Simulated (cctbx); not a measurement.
# From intensities to atoms

Cell a = 4.0670 Å, b = 4.0670 Å, c = 37.9350 Å, α = 90.00°, β = 90.00°, γ = 120.00°; space group R-3m (no. 166); content Bi12 Mo9.

Simulated single-crystal data (cctbx): Mo Kα, λ = 0.71073 Å, to d = 0.6 Å, 80 % of the full sphere, strongest reflection 70000 counts, noise from counting, a 2 % proportional error and a noise floor of 4 counts (s.d.); no absorption, and some extinction, which the refinements don't model.

Charge flipping in P1 on plain amplitudes to 0.6 Å, δ = 1 σ, 20 % of the reflections treated as weak, 150 cycles:

```text
cycle      R  skewness
    0  0.496     0.56
   12  0.403     2.78
   24  0.265     8.34
   36  0.202     7.98
   48  0.186     7.84
   60  0.187     7.75
   72  0.189     7.70
   84  0.187     7.64
   96  0.182     7.65
  108  0.178     7.66
  120  0.179     7.71
  132  0.179     7.65
  144  0.177     7.68
origin shift          correlation  skewness
 0.265  0.356  0.391      0.880      2.37
 0.264  0.359  0.106      0.872      3.72
 0.262  0.362  0.320      0.865      3.82
 0.263  0.356  0.176      0.872      2.44
taken: symmetry correlation 0.865, skewness 3.82
peak      x       y       z  mult  height/sigma
Q1    0.0000  0.0000  0.2851    6     14.7
Q2    0.0000  0.0000  0.1444    6     14.3
Q3    0.0000  0.0000  0.4246    6      7.7
Q4    0.0000  0.0000  0.0000    3      7.2
Q5    0.0787  0.1574  0.6824   18      2.7
Q6    0.0000  0.0000  0.1950    6      2.4
Q7    0.0833  0.1666  0.9001   18      2.4
Q8    0.1027  0.2054  0.7669   18      2.2
Q9    0.0000  0.0000  0.2495    6      2.1
```

The origin is taken among those within 0.04 of the best correlation, by the skewness of the map.

It took 0.48 s on 1 thread of Arm Neoverse V2 (shared host), peak memory 0.08 GiB.

Q: Assign the peaks.

Heights go roughly as Z and multiplicities must add up to the content. First model: Q1 = Bi1 (6 in the cell, height 14.7), Q2 = Bi2 (6 in the cell, height 14.3), Q3 = Mo1 (6 in the cell, height 7.7) and Q4 = Mo2 (3 in the cell, height 7.2). Against the true structure, Q1 is Bi, Q2 is Bi, Q3 is Mo and Q4 is Mo; the other peaks are not atoms.

Least squares on F², isotropic:

```text
Rint 0.019, 400 unique reflections to 0.60 A
cycle     R1     wR2    GooF  max shift (A)
   1  0.3844  0.7231  47.590   0.10515
   3  0.0509  0.1236   8.137   0.00006
final R1 0.0509 wR2 0.1236 GooF 8.137  parameters 7  data/parameter 57.1
atom        x        y        z      Ueq    occ   su(xyz)  su(Uiso or U11)
Bi1    0.00000  0.00000  0.28273   0.0116  1.000  0.00002  0.0002
Bi2    0.00000  0.00000  0.14720   0.0075  1.000  0.00002  0.0002
Mo1    0.00000  0.00000  0.42524   0.0098  1.000  0.00006  0.0003
Mo2    0.00000  0.00000  0.00000   0.0095  1.000  0.00000  0.0004
difference map: max 12.37 min -25.88 rms 1.08
Q1    0.0522  0.1044  0.7171   18   13.19  0.37 A from Bi1
Q2    0.0000  0.0000  0.3049    6    4.74  0.84 A from Bi1
Q3    0.0000  0.0000  0.2611    6    4.02  0.82 A from Bi1
Q4    0.0000  0.0000  0.0000    3    2.83  0.00 A from Mo2
Q5    0.0761  0.1522  0.6817   18    1.98  1.45 A from Bi1
```

Anisotropic refinement:

```text
Rint 0.019, 400 unique reflections to 0.60 A
cycle     R1     wR2    GooF  max shift (A)
   1  0.0509  0.1236   8.180   0.00403
   2  0.0067  0.0149   0.988   0.00000
final R1 0.0067 wR2 0.0149 GooF 0.988  parameters 11  data/parameter 36.4
atom        x        y        z      Ueq    occ   su(xyz)  su(Uiso or U11)
Bi1    0.00000  0.00000  0.28272   0.0116  1.000  0.00000  0.0000
Bi2    0.00000  0.00000  0.14721   0.0078  1.000  0.00000  0.0000
Mo1    0.00000  0.00000  0.42513   0.0100  1.000  0.00001  0.0001
Mo2    0.00000  0.00000  0.00000   0.0107  1.000  0.00000  0.0001
difference map: max 0.65 min -0.95 rms 0.17
Q1    0.0000  0.0000  0.0718    6    0.67  2.47 A from Mo1
Q2    0.1022  0.2043  0.1922   18    0.62  1.85 A from Bi2
Q3    0.0000  0.0000  0.3510    6    0.55  2.44 A from Mo2
Q4    0.0000  0.0000  0.2257    6    0.48  2.16 A from Bi1
Q5    0.1067  0.2133  0.6270   18    0.46  2.12 A from Mo1
Q6    0.1071  0.2142  0.0797   18    0.45  1.66 A from Mo1
```

**Reading.** The refinement ends at R1 = 0.0067, wR2 = 0.0149, GooF = 0.99, with difference density between -0.95 and 0.65 e/Å³. Every site matches the true model in element, within 0.001 Å r.m.s., up to an allowed shift of origin.

True model:

| atom | mult. | x | y | z | Ueq (Å²) |
| --- | --- | --- | --- | --- | --- |
| Bi1 | 6 | 2/3 | 1/3 | 0.1861 | 0.0079 |
| Bi2 | 6 | 0 | 0 | 0.2827 | 0.0117 |
| Mo1 | 6 | 1/3 | 2/3 | 0.2415 | 0.0100 |
| Mo2 | 3 | 0 | 0 | 0 | 0.0108 |

The model is made up (kin elements in a known structure type, no relaxation), so it says nothing on whether the phase exists.

[Middle refinement cycles are left out of these outputs.]

[Logs are printed without paths, hosts, clocks, repeated set-up lines and the standing remarks that a program may print on its own settings, such as how far it seeks lower states.]
